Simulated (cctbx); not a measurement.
## Absolute structure of Nd4TiCo3Ge7

Space group Pmm2 (no. 25), a = 4.1330 Å, b = 4.2770 Å, c = 16.6550 Å, α = 90.00°, β = 90.00°, γ = 90.00°.

```
atom  mult.    x    y       z  Ueq (Å²)
 Nd1      1  1/2    0  0.8946    0.0035
 Nd2      1  1/2  1/2  0.3943    0.0023
 Nd3      1    0  1/2  0.6036    0.0049
 Nd4      1    0    0  0.1032    0.0048
 Ge1      1  1/2    0  0.5443    0.0037
 Ge2      1  1/2  1/2  0.0467    0.0036
 Ge3      1    0  1/2  0.9566    0.0036
 Ge4      1  1/2  1/2  0.7527    0.0047
 Ge5      1  1/2    0  0.2558    0.0075
 Ge6      1    0    0  0.7502    0.0074
 Ge7      1    0  1/2  0.2499    0.0058
 Co1      1  1/2    0  0.6838    0.0052
 Co2      1  1/2  1/2  0.1856    0.0056
 Co3      1    0  1/2  0.8183    0.0052
 Ti1      1    0    0  0.4494    0.0048
```

This is a model crystal, built by substitution and not relaxed, with assumed displacement parameters.

Data sets are simulated with cctbx and refined with Bijvoet mates kept apart; Flack x is then fitted as the share of an inverted twin with the atoms fixed, Hooft y from the Bijvoet differences. The group is acentric but holds improper operations, so there is an absolute structure (orientation) and no hand.

Untwinned crystal. What Flack and Hooft values should come out?

| λ (Å) | extinction (unmodelled) | d min (Å) | top counts | error (%) | model | R1 | Flack x | s.u. | Hooft y | s.u. | pairs |
| --- | --- | --- | --- | --- | --- | --- | --- | --- | --- | --- | --- |
| 0.71073 | 0 | 0.77 | 5000 | 4 | as given | 0.0349 | -0.14 | 0.13 | -0.121 | 0.121 | 419 |
| 0.71073 | 0 | 0.77 | 5000 | 4 | inverted | 0.0369 | 1.09 | 0.14 | 1.100 | 0.124 | 419 |
| 1.54184 | 0 | 0.83 | 70000 | 2 | as given | 0.0124 | -0.003 | 0.004 | 0.002 | 0.004 | 328 |

With Mo Kα, the s.u. is too large to fix the absolute structure. With Cu Kα, x is within 3 s.u. of 0, so the absolute structure is right. Inverting the model turns x into about 1 − x.

A further crystal gives:

| λ (Å) | extinction (unmodelled) | d min (Å) | top counts | error (%) | model | R1 | Flack x | s.u. | Hooft y | s.u. | pairs |
| --- | --- | --- | --- | --- | --- | --- | --- | --- | --- | --- | --- |
| 0.71073 | 0 | 0.6 | 20000 | 2 | as given | 0.0205 | 0.35 | 0.03 | 0.341 | 0.026 | 836 |

**Question.** What is it?

It was simulated as an inversion twin with a fraction 0.3 of the inverted domain. Flack x is over 3 s.u. from both 0 and 1 and reads that fraction.

[Logs are printed without paths, hosts, clocks, repeated set-up lines and the standing remarks that a program may print on its own settings, such as how far it seeks lower states.]
